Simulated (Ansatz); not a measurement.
# H5C5NCl2 (P2_1/m) (156 atoms) under strain: runs compared

How stiff is H5C5NCl2 (P2_1/m) (156 atoms), and how do its levels respond to strain?

Computed with Ansatz 0.2.0: Kohn-Sham DFT, revPBE+D4, PAW (set soft_2), plane waves.

**1. The cell as built**

The cell holds 156 atoms: 60 H, 60 C, 12 N and 24 Cl. Its edges and angles: a = 13.541 Å, b = 15.850 Å, c = 8.898 Å, α = 90.0°, β = 99.2°, γ = 90.0°. It derives from H5C5NCl2 (P2_1/m), repeated 3×2×1. H5C5NCl2, space group P2_1/m, structure from the Crystallography Open Database, 3 x 2 x 1 conventional cells; every coordinate displaced by a Gaussian of 0.01 Å; bonds to H set to neutron lengths (C-H 1.089, N-H 1.015, O-H 0.983, B-H 1.19 Å) where the listed ones are shorter.

What the set-up can't give: The Brillouin zone is sampled at Γ only.

**2. The reference run**

The reference is a single point at the end of the relaxation.

Every strained cell starts from the geometry of this run, and its atoms are relaxed with the cell held.

Its input, with most atom lines left out:

```yaml
crystal:
  lattice:
    - [13.59, -0.00027, -0.18558]
    - [-0.00031, 15.94575, 0.00143]
    - [-1.54399, 0.00082, 8.57803]
  atoms:
    - { symbol: H, position: [0.06999, 0.12508, 0.45214] }
    - { symbol: H, position: [0.26324, 0.37492, 0.5473] }
    - { symbol: H, position: [0.11357, 0.49446, 0.3565] }
    - { symbol: H, position: [0.2196, 0.24436, 0.64318] }
    - { symbol: H, position: [0.22012, 0.00522, 0.64308] }
    - { symbol: H, position: [0.11354, 0.25565, 0.35636] }
    - { symbol: H, position: [0.22309, 0.48896, 0.15498] }
    [... atom lines 8 to 156 left out ...]
kpoints:
  mp_grid: { grid: [1, 1, 1] }
hamiltonian:
  xc: revpbe
  dispersion: d4
scf:
  occupations: { method: fermi_dirac, width: 0.05 }
output:
  forces: true
  stress: true
  populations: true
  dos:
    method: { smearing: { sigma: 0.15 } }
    de: 0.1
    projected: { site_lists: { C: [C], Cl: [Cl], H: [H], "N": ["N"] } }
  eigenvalues: true
  write_density: true
  write_potential: true
  volumetric_format: npy
  elf: true
```

- free energy per atom: -299.4661 eV/atom
- r.m.s. force component: 0.00353 eV/Å
- pressure: 0.002547 GPa

Filled and empty levels are parted by 2.79 eV at Γ alone; the mesh holds the band edges only if they fold onto it, so the gap at this level can be narrower or closed, while semilocal functionals tend to narrow gaps against experiment.

**3. The runs**

Each row is one run, on 4 threads of Intel Xeon 6975P-C (Granite Rapids), shared host. The free energy is the program's total, comparable only between runs with the same functional, potentials and atoms.

```
                                 run  atoms    outcome  ionic steps, all passes  free energy (eV)     time  host memory (GiB)
           Single point at the start    156  converged                        -        -46714.526    9.3 s                2.5
              Cell and atoms relaxed    156  converged                       12        -46716.713  2.2 min                2.6
Single point at the relaxed geometry    156  converged                        -        -46716.713     16 s                2.5
                         Volume -3 %    156  converged                        3        -46716.648     39 s                2.5
                         Volume +3 %    156  converged                        3        -46716.664     40 s                2.6
                         Volume -6 %    156  converged                        5        -46716.432     62 s                2.4
                         Volume +6 %    156  converged                        5        -46716.546     66 s                2.6
                        Volume -10 %    156  converged                        5        -46715.793     60 s                2.4
            Stretched by 1 % along x    156  converged                        3        -46716.705     39 s                2.5
           Compressed by 1 % along x    156  converged                        3        -46716.704     40 s                2.5
                Sheared by 2 % in xy    156  converged                        3        -46716.700     38 s                2.5
```

In some runs the program notes that the SCF threshold is loose for the stress.

**4. Pressure against volume**

Atoms are relaxed at each volume, in the scaled cell.

```
volume change (%)  volume (Å³/atom)  energy change (meV/atom)  pressure (GPa)  largest move on relaxing (Å)  bonds  gap (eV)
              -10            10.698                      5.90            1.91                          0.22    144                2.96
               -6            11.173                      1.80            0.91                          0.15    144                2.87
               -3            11.530                      0.42            0.36                          0.08    144                2.83
               +0            11.887                      0.00            0.00                             -    144                2.79
               +3            12.243                      0.31           -0.25                          0.08    144                2.76
               +6            12.600                      1.07           -0.41                          0.19    144                2.76
```

**5. Uniaxial strain and shear**

Stress (GPa, compression positive) less that of the relaxed cell, atoms relaxed:

```
                   strain      xx      yy      zz      xy  energy change (meV/atom)
 stretched by 1 % along x  -0.117  -0.007  -0.112  -0.003                      0.05
compressed by 1 % along x   0.128   0.011   0.116  -0.002                      0.06
     sheared by 2 % in xy   0.003   0.019  -0.001  -0.130                      0.08
```

**6. Outcome**

The bulk modulus, from the slope of pressure against ln V over the three points nearest the relaxed volume, is 10.2 GPa; a quadratic over all points gives a pressure derivative of about 13. The gap goes from 2.96 eV at the smallest volume to 2.76 eV at the largest, -1.2 eV per unit of ln V by a straight line, not monotonically (lowest 2.76, highest 2.96 eV), on the run's k-points. In the Cartesian axes of the cell, finite differences give C11 = 12.3, C12 = 0.939, C13 = 11.4 and C66 = 6.51 GPa (the shear of 2 % is the engineering strain, εxy = 0.01).

**Limits.** Strains are finite and relaxations stop at the force tolerance of the input, which can leave moduli too stiff; they are those of a static cell at zero temperature. Volumes are changed with the cell's shape held, so in an anisotropic solid the modulus lies over the one under free hydrostatic load. The program notes that the SCF threshold of the relaxations is loose for the stress.

The DFT runs together took 9 min of wall time.

[Logs are printed without paths, hosts, clocks, repeated set-up lines and the standing remarks that a program may print on its own settings, such as how far it seeks lower states.]

[Hosts, paths, dates, database ids (printed as entryN), source tags and the programs' standing remarks are cut or masked in the printed files.]
